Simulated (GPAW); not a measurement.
# Surface energy and work function of Pt(110) from slabs of 4 to 12 layers (LDA)

How do energy and work function of Pt(110) films settle with thickness, and what surface energy follows?

**Method.** GPAW 26.7.0, plane waves at 450 eV with PAW setups; symmetric 1×1 slabs cut at the tabulated lattice constant (two decimals; low-temperature values for the alkali metals), atoms at bulk places, 7.5 Å of vacuum on each side, one in-plane mesh for all thicknesses, Fermi-Dirac smearing of 0.1 eV. Energies are extrapolated to zero smearing and count from the program's reference atoms. Functional LDA. The cell's area is 10.866 Å².

The runs, one held back:

```tsv
layers	energy (eV)	work function (eV)
4	−27.8966	5.69
5	−35.7786	5.63
6	−43.6381	5.71
7	−51.5533	5.60
8	−59.4333	5.68
9	−67.3344	5.66
10	−75.2232	5.64
11	−83.1091	5.68
12	?	?
```

**Question.** What surface energy do these runs give, and what energy and work function should the 12-layer slab have?

A: A slab of n layers has E(n) = nε + 2Aγ once its middle is bulk-like. A line through n = 6 to 11 has the slope ε = −7.8933 eV a layer and the intercept 2Aγ = 3.7112 eV (r.m.s. residual 7.3 meV). So γ = 3.7112 / (2 × 10.866 Å²) = 0.1708 eV/Å² = 2.74 J/m², with a standard error of about 0.01 J/m² from the scatter about the line. For 12 layers: 3.7112 + 12 × (−7.8933) = −91.008 eV; the run gives −91.012 eV, 3.3 meV under the line. The work function has no such law: from 6 to 11 layers it moves between 5.60 and 5.71 eV (mean 5.66), and the 12-layer slab gives 5.65 eV. The thinnest slab, 4 layers, lies +0.03 eV from that mean. The values go up and down with thickness, as expected where levels confined across the film cross the Fermi level one by one. The measured value for this face is 5.53 eV (“Anisotropic work function of elemental crystals” (2019, arxiv:1902.07811)), for a face that reconstructs.

**Limits.** The surfaces are unrelaxed, so γ is an upper bound for this functional and lattice constant. The tabulated lattice constant isn't the functional's own, which strains the slab a little. Spin-orbit coupling is left out.

[Logs are printed without paths, hosts, clocks, repeated set-up lines and the standing remarks that a program may print on its own settings, such as how far it seeks lower states.]
